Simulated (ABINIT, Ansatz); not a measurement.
## YScB2O6 (R-3): bands and cutoff in G0W0 with ABINIT

What does each rung of G0W0 on YScB2O6 (R-3) cost, and what does it buy?

Main program and level: ABINIT 10.8.3; LDA and many-body steps on it, plane waves.

## 1. Starting point

It takes space group R-3 (No. 148, trigonal). The conventional cell has a = 4.911 Å, b = 4.911 Å, c = 16.119 Å, α = 90.00°, β = 90.00°, γ = 120.00°. Y has 6 O at 2.32 Å nearest. Nearest to Sc lie 6 O at 2.14 Å. Nearest to B lie 3 O at 1.39 Å. O has 1 B at 1.39 Å and 1 Sc at 2.14 Å and 1 Y at 2.32 Å nearest. Farther neighbours and most contacts between anions are not listed.

The cell and positions are those that the Materials Project relaxed with its own functionals (PBE, PBE+U or r2SCAN), kept fixed.

## 2. Empty states on the mesh, 2×2×2 mesh, 234 bands

This step: ABINIT 10.8.3; DFT, LDA, plane waves, norm-conserving pseudopotentials.

The sums over transitions need many empty states on a uniform mesh; this step solves for them.

run.abi

```
acell 3*1.0 Angstrom
rprim 
  2.455259121368 1.417544514628 5.373024847406
  -2.455259121368 1.417544514628 5.373024847406
  0.000000000000 -2.835089029328 5.373024847387
ntypat 4
znucl 39 21 5 8
natom 10
typat 1 2 3 3 4 4 4 4 4 4
xred 
  0.500000000000 0.500000000000 0.500000000000
  0.000000000000 0.000000000000 0.000000000000
  0.255007000000 0.255007000000 0.255007000000
  0.744993000000 0.744993000000 0.744993000000
  0.233543000000 0.545880000000 0.981547000000
  0.981547000000 0.233543000000 0.545880000000
  0.545880000000 0.981547000000 0.233543000000
  0.018453000000 0.766457000000 0.454120000000
  0.454120000000 0.018453000000 0.766457000000
  0.766457000000 0.454120000000 0.018453000000
pp_dirpath "pseudos"
pseudos "Y.upf, Sc.upf, B.upf, O.upf"
ecut 36
ngkpt 2 2 2
nshiftk 1
shiftk 0 0 0
kptopt 1
chksymbreak 0
iscf -2
irdden 1
istwfk *1
nband 234
nbdbuf 20
tolwfr 1e-09
nstep 60
prtvol 0
indata_prefix "in"
outdata_prefix "out"
tmpdata_prefix "tmp"
```

Command:

```bash
$ OMP_NUM_THREADS=1 mpirun -n 4 abinit run.abi > log
```

Numbers of over 12 decimals in the logs are rounded to 6 here.

Output:

```text
.Version 10.8.3 of ABINIT. v10.8.2 released Aug 2026.

 Symmetries : space group R-3 (#148); Bravais hR (rhombohedral)
[... echo of the input left out ...]
== DATASET  1 ==================================================================
-   mpi_nproc: 4, omp_nthreads: 1 (-1 if OMP is not activated)

--- !DatasetInfo
iteration_state: {dtset: 1, }
dimensions: {natom: 10, nkpt: 4, mband: 234, nsppol: 1, nspinor: 1, nspden: 1, mpw: 7863, }
cutoff_energies: {ecut:  36.0, pawecutdg:  -1.0, }
[...]
2.75444    2.78568    2.79252    2.79252    2.82922    2.82922    2.84174    2.84174
   2.84673    2.88233    2.89498    2.89499    2.90711    2.96405    2.97794    2.97873
   2.98117    3.03016
 prteigrs : prtvol=0 or 1, do not print more k-points.

== END DATASET(S) ==============================================================
================================================================================

 -outvars: echo values of variables after computation  --------
            nband         234
             nkpt           4
          spgroup         148
 [... the other variables as echoed above ...]

 Calculation completed.
```

It took 2 min on 4 MPI ranks of Arm Neoverse V1, shared host; peak memory 0.56 GiB.

This step gave:

| Quantity | Value |
| --- | --- |
| gap | 4.393 eV |
| k of the valence top | 0.5, 0.5, 0 |
| k of the conduction bottom | 0.5, 0.5, 0 |
| least direct gap | 4.393 eV |
| k points computed | 4 |
| lowest point of the top converged band, above the valence top | 70.1006 eV |

On this mesh the gap is 4.393 eV.

The density comes from a self-consistent run that is not shown.

## 3. Screening, 2×2×2 mesh, 54 bands, screening to 62.6 eV

The RPA dielectric matrix is built and inverted for each q.

This step: RPA screening on LDA, plane waves, norm-conserving pseudopotentials.

run.abi: that of step 2 with these lines changed.

```diff
@@ -28,10 +28,11 @@
 chksymbreak 0
-iscf -2
-irdden 1
 istwfk *1
-nband 234
-nbdbuf 20
-tolwfr 1e-09
-nstep 60
-prtvol 0
+occopt 1
+irdwfk 1
+optdriver 3
+nband 54
+ecuteps 2.3
+inclvkb 2
+awtr 1
+symchi 1
 indata_prefix "in"
```

Output:

```text
.Version 10.8.3 of ABINIT. v10.8.2 released Aug 2026.

 Symmetries : space group R-3 (#148); Bravais hR (rhombohedral)
[... echo of the input left out ...]
== DATASET  1 ==================================================================
-   mpi_nproc: 4, omp_nthreads: 1 (-1 if OMP is not activated)

--- !DatasetInfo
iteration_state: {dtset: 1, }
dimensions: {natom: 10, nkpt: 4, mband: 54, nsppol: 1, nspinor: 1, nspden: 1, mpw: 7863, }
cutoff_energies: {ecut:  36.0, pawecutdg:  -1.0, }
electrons: {nelect:   6.40000000E+01, charge:   0.00000000E+00, occopt:   1.00000000E+00, tsmear:   1.00000000E-02, }

 SCREENING: Calculation of the susceptibility and dielectric matrices

 Based on a program developped by R.W. Godby, V. Olevano, G. Onida, and L. Reining.
 Incorporated in ABINIT by V. Olevano, G.-M. Rignanese, and M. Torrent.
.Using double precision arithmetic ; gwpc =  8

[... cell and pseudopotentials left out ...]
--------------------------------------------------------------------------------

 ==== K-mesh for the wavefunctions ====
 Number of points in the irreducible wedge :     4
[... list of points left out ...]
 Together with  6 symmetry operations and time-reversal symmetry
 yields     8 points in the full Brillouin Zone.

 ==== Q-mesh for the screening function ====
 Number of points in the irreducible wedge :     4
[... list of points left out ...]
 Together with  6 symmetry operations and time-reversal symmetry
 yields     8 points in the full Brillouin Zone.

 setmesh: FFT mesh size selected  =    40x   40x   40
          total number of points  =        64000

 vcoul_init : cutoff-mode = AUXILIARY_FUNCTION
 q-points for optical limit:   1
     1)      0.000010    0.000020    0.000030

- screening: taking advantage of time-reversal symmetry
- Maximum band index for partially occupied states nbvw = 32
- Remaining bands to be divided among processors   nbcw = 22
- Number of bands treated by each node ~5

 Number of electrons calculated from density =   64.0000; Expected =   64.0000
 average of density, n =  0.084524
 r_s =    1.4135
 omega_plasma =   28.0443 [eV]

 calculating chi0 at frequencies [eV] :
  1    0.000000E+00    0.000000E+00
  2    0.000000E+00    2.804434E+01

--------------------------------------------------------------------------------
  q-point number  1        q = ( 0.000000, 0.000000, 0.000000) [r.l.u.]
--------------------------------------------------------------------------------
[... chi0 elements left out ...]
 For q-point:  0.000010 0.000020 0.000030
  dielectric constant =   3.2947
  dielectric constant without local fields =   3.4093

  Average fulfillment of the sum rule on Im[epsilon] for q-point    1 :     19.96  [%]
[... wings left out ...]
  q-point number  2        q = ( 0.500000, 0.000000, 0.000000) [r.l.u.]
--------------------------------------------------------------------------------
[... chi0 elements left out ...]
  Average fulfillment of the sum rule on Im[epsilon] for q-point    2 :     25.83  [%]

 [... 2 further q-points ...]
```

Elapsed: 14 s, on 4 MPI ranks; peak memory 1.3 GiB.

This step gave:

```yaml
eps_infinity_with_local_fields_on_this_mesh_along_the_program_s_q_direction: 3.295
the_same_without_local_fields: 3.409
plasma_frequency: 28.04 eV
plane_waves_in_the_screening_matrix: 127
```

Local fields lower ε∞ by 3 %. On a Γ-centred mesh this coarse the value itself is usually too large, while a short band sum pulls it down.

## 4. 54 bands, 62.6 eV

The self-energy is evaluated for the states that the input lists, and the levels follow from it, in one-shot runs by the linearised quasiparticle equation.

This step: G0W0 on LDA, plane waves, norm-conserving pseudopotentials.

run.abi: that of step 3 with these lines changed.

```diff
@@ -31,8 +31,17 @@
 irdwfk 1
-optdriver 3
+optdriver 4
 nband 54
+gwcalctyp 0
+ecutsigx 36
+symsigma 1
+nkptgw 2
+kptgw 
+  0.5000000000 0.5000000000 0.0000000000
+  0.0000000000 0.0000000000 0.0000000000
+bdgw 
+  31 34
+  31 34
 ecuteps 2.3
-inclvkb 2
-awtr 1
-symchi 1
+irdscr 1
+ppmodel 1
 indata_prefix "in"
```

Output:

```text
.Version 10.8.3 of ABINIT. v10.8.2 released Aug 2026.

 Symmetries : space group R-3 (#148); Bravais hR (rhombohedral)
[... echo of the input left out ...]
== DATASET  1 ==================================================================
-   mpi_nproc: 4, omp_nthreads: 1 (-1 if OMP is not activated)

--- !DatasetInfo
iteration_state: {dtset: 1, }
dimensions: {natom: 10, nkpt: 4, mband: 54, nsppol: 1, nspinor: 1, nspden: 1, mpw: 7863, }
cutoff_energies: {ecut:  36.0, pawecutdg:  -1.0, }
electrons: {nelect:   6.40000000E+01, charge:   0.00000000E+00, occopt:   1.00000000E+00, tsmear:   1.00000000E-02, }

 SIGMA: Calculation of the GW corrections

 Based on a program developped by R.W. Godby, V. Olevano, G. Onida, and L. Reining.
 Incorporated in ABINIT by V. Olevano, G.-M. Rignanese, and M. Torrent.
.Using double precision arithmetic ; gwpc =  8

[... cell and pseudopotentials left out ...]
--------------------------------------------------------------------------------

 ==== K-mesh for the wavefunctions ====
 Number of points in the irreducible wedge :     4
[... list of points left out ...]
 Together with  6 symmetry operations and time-reversal symmetry
 yields     8 points in the full Brillouin Zone.

 ==== Q-mesh for screening function ====
 Number of points in the irreducible wedge :     4
[... list of points left out ...]
 Together with  6 symmetry operations and time-reversal symmetry
 yields     8 points in the full Brillouin Zone.

 vcoul_init : cutoff-mode = AUXILIARY_FUNCTION
 q-points for optical limit:   1
     1)      0.000010    0.000020    0.000030
 setmesh: FFT mesh size selected  =    64x   64x   64
          total number of points  =       262144

 Number of electrons calculated from density =   64.0000; Expected =   64.0000
 average of density, n =  0.084524
 r_s =    1.4135
 omega_plasma =   28.0443 [eV]

 === KS Band Gaps ===
  >>>> For spin  1
   Minimum direct gap =   4.3933 [eV], located at k-point      :   0.5000  0.5000  0.0000
   Fundamental gap    =   4.3933 [eV], Top of valence bands at :   0.5000  0.5000  0.0000
                                       Bottom of conduction at :   0.5000  0.5000  0.0000
 SIGMA fundamental parameters:
 PLASMON POLE MODEL  1
 number of plane-waves for SigmaX                 7863
 number of plane-waves for SigmaC and W            127
 number of plane-waves for wavefunctions          7863
 number of bands                                    54
 number of independent spin polarizations            1
 number of spinorial components                      1
 number of k-points in IBZ                           4
 number of q-points in IBZ                           4
 number of symmetry operations                       6
 number of k-points in BZ                            8
 number of q-points in BZ                            8
 number of frequencies for dSigma/dE                 9
 frequency step for dSigma/dE [eV]                0.25
 number of omega for Sigma on real axis              0
 max omega for Sigma on real axis  [eV]           0.00
 zcut for avoiding poles [eV]                     0.10

 EPSILON^-1 parameters (SCR file):
 dimension of the eps^-1 matrix on file            127
 dimension of the eps^-1 matrix used               127
 number of plane-waves for wavefunctions          7863
 number of bands                                    54
 number of q-points in IBZ                           4
 number of frequencies                               2
 number of real frequencies                          1
 number of imag frequencies                          1

 matrix elements of self-energy operator (all in [eV])

 Perturbative Calculation

--- !SelfEnergy_ee
iteration_state: {dtset: 1, }
kpoint     : [   0.500,    0.500,    0.000, ]
spin       : 1
KS_gap     :    4.393
QP_gap     :    8.093
Delta_QP_KS:    3.699
data: !SigmaeeData |
     Band     E0 <VxcDFT>   SigX SigC(E0)      Z dSigC/dE  Sig(E)    E-E0       E
       31   2.755 -18.931 -23.772   4.541   0.786  -0.272 -19.167  -0.235   2.520
       32   3.393 -19.888 -24.922   4.679   0.789  -0.267 -20.168  -0.280   3.112
       33   7.786 -16.445  -8.688  -3.547   0.812  -0.231 -13.026   3.419  11.205
       34   8.232 -17.419  -9.260  -3.768   0.801  -0.248 -13.900   3.519  11.751

--- !SelfEnergy_ee
iteration_state: {dtset: 1, }
kpoint     : [   0.000,    0.000,    0.000, ]
spin       : 1
KS_gap     :    5.102
QP_gap     :    8.905
Delta_QP_KS:    3.803
data: !SigmaeeData |
     Band     E0 <VxcDFT>   SigX SigC(E0)      Z dSigC/dE  Sig(E)    E-E0       E
       31   3.140 -19.671 -24.577   4.622   0.787  -0.270 -19.895  -0.224   2.916
       32   3.140 -19.671 -24.577   4.622   0.787  -0.270 -19.895  -0.224   2.916
       33   8.242 -18.002  -9.593  -3.912   0.796  -0.256 -14.423   3.579  11.821
       34   8.242 -18.002  -9.593  -3.912   0.796  -0.256 -14.423   3.579  11.821

== END DATASET(S) ==============================================================
================================================================================

 -outvars: echo values of variables after computation  --------
           etotal      0.0000000000E+00
            nband          54
             nkpt           4
          spgroup         148
 [... the other variables as echoed above ...]

 Calculation completed.
```

Run time: 6.5 s. Hardware: 4 MPI ranks; peak memory 0.97 GiB.

Numbers from this step:

| Property | Result |
| --- | --- |
| G0W0 gap on the points computed | 8.093 eV |
| starting gap on the mesh | 4.393 eV |
| k of the valence top | 0.5, 0.5, 0 |
| k of the conduction bottom | 0.5, 0.5, 0 |
| Z at the valence top | 0.789 |
| Z at the conduction bottom | 0.812 |
| least direct G0W0 gap on the computed points | 8.093 eV |

The gap on the mesh goes from 4.39 eV to 8.09 eV, a correction of +3.70 eV.

## 5. Screening, 2×2×2 mesh, 106 bands, screening to 114.3 eV

This step: RPA screening on LDA, plane waves, norm-conserving pseudopotentials.

run.abi: that of step 4 with these lines changed.

```diff
@@ -31,17 +31,8 @@
 irdwfk 1
-optdriver 4
-nband 54
-gwcalctyp 0
-ecutsigx 36
-symsigma 1
-nkptgw 2
-kptgw 
-  0.5000000000 0.5000000000 0.0000000000
-  0.0000000000 0.0000000000 0.0000000000
-bdgw 
-  31 34
-  31 34
-ecuteps 2.3
-irdscr 1
-ppmodel 1
+optdriver 3
+nband 106
+ecuteps 4.2
+inclvkb 2
+awtr 1
+symchi 1
 indata_prefix "in"
```

Output:

```text
.Version 10.8.3 of ABINIT. v10.8.2 released Aug 2026.

 Symmetries : space group R-3 (#148); Bravais hR (rhombohedral)
[... echo of the input left out ...]
== DATASET  1 ==================================================================
-   mpi_nproc: 4, omp_nthreads: 1 (-1 if OMP is not activated)

--- !DatasetInfo
iteration_state: {dtset: 1, }
dimensions: {natom: 10, nkpt: 4, mband: 106, nsppol: 1, nspinor: 1, nspden: 1, mpw: 7863, }
cutoff_energies: {ecut:  36.0, pawecutdg:  -1.0, }
electrons: {nelect:   6.40000000E+01, charge:   0.00000000E+00, occopt:   1.00000000E+00, tsmear:   1.00000000E-02, }

 SCREENING: Calculation of the susceptibility and dielectric matrices

 Based on a program developped by R.W. Godby, V. Olevano, G. Onida, and L. Reining.
 Incorporated in ABINIT by V. Olevano, G.-M. Rignanese, and M. Torrent.
.Using double precision arithmetic ; gwpc =  8

[... cell and pseudopotentials left out ...]
--------------------------------------------------------------------------------

 ==== K-mesh for the wavefunctions ====
 Number of points in the irreducible wedge :     4
[... list of points left out ...]
 Together with  6 symmetry operations and time-reversal symmetry
 yields     8 points in the full Brillouin Zone.

 ==== Q-mesh for the screening function ====
 Number of points in the irreducible wedge :     4
[... list of points left out ...]
 Together with  6 symmetry operations and time-reversal symmetry
 yields     8 points in the full Brillouin Zone.

 setmesh: FFT mesh size selected  =    45x   45x   45
          total number of points  =        91125

 vcoul_init : cutoff-mode = AUXILIARY_FUNCTION
 q-points for optical limit:   1
     1)      0.000010    0.000020    0.000030

- screening: taking advantage of time-reversal symmetry
- Maximum band index for partially occupied states nbvw = 32
- Remaining bands to be divided among processors   nbcw = 74
- Number of bands treated by each node ~18

 Number of electrons calculated from density =   64.0000; Expected =   64.0000
 average of density, n =  0.084524
 r_s =    1.4135
 omega_plasma =   28.0443 [eV]

 calculating chi0 at frequencies [eV] :
  1    0.000000E+00    0.000000E+00
  2    0.000000E+00    2.804434E+01

--------------------------------------------------------------------------------
  q-point number  1        q = ( 0.000000, 0.000000, 0.000000) [r.l.u.]
--------------------------------------------------------------------------------
[... chi0 elements left out ...]
 For q-point:  0.000010 0.000020 0.000030
  dielectric constant =   3.5099
  dielectric constant without local fields =   3.7737

  Average fulfillment of the sum rule on Im[epsilon] for q-point    1 :     44.34  [%]
[... wings left out ...]
  q-point number  2        q = ( 0.500000, 0.000000, 0.000000) [r.l.u.]
--------------------------------------------------------------------------------
[... chi0 elements left out ...]
  Average fulfillment of the sum rule on Im[epsilon] for q-point    2 :     51.16  [%]

 [... 2 further q-points ...]
```

The job ended after 46 s (4 MPI ranks; peak memory 1.8 GiB).

Numbers from this step:

```yaml
eps_infinity_with_local_fields_on_this_mesh_along_the_program_s_q_direction: 3.510
the_same_without_local_fields: 3.774
plasma_frequency: 28.04 eV
plane_waves_in_the_screening_matrix: 309
```

(Part 1 of 2 ends here.)

[Paths, hosts, dates, memory and timing lines, banners, echoed tables and standing remarks are left out of the program output.]

[Logs are printed without paths, hosts, clocks, repeated set-up lines and the standing remarks that a program may print on its own settings, such as how far it seeks lower states.]

[Runs of the session that timed out or met a known fault of the program may be left out.]

[No measured gap is set beside runs whose start may be inverted or whose files or cutoffs have a known fault.]

[Hosts, paths, dates, database ids (printed as entryN), source tags and the programs' standing remarks are cut or masked in the printed files.]

[G0W0 gaps are taken among the corrected bands and points alone; a level outside them can change the order at an edge.]

[Where Ansatz stands beside ABINIT at settings called matched, ABINIT's density can come from a denser mesh and the files from another edition; pairs whose starting gaps differed by over 0.03 eV were left out, so agreement reads better than it is.]
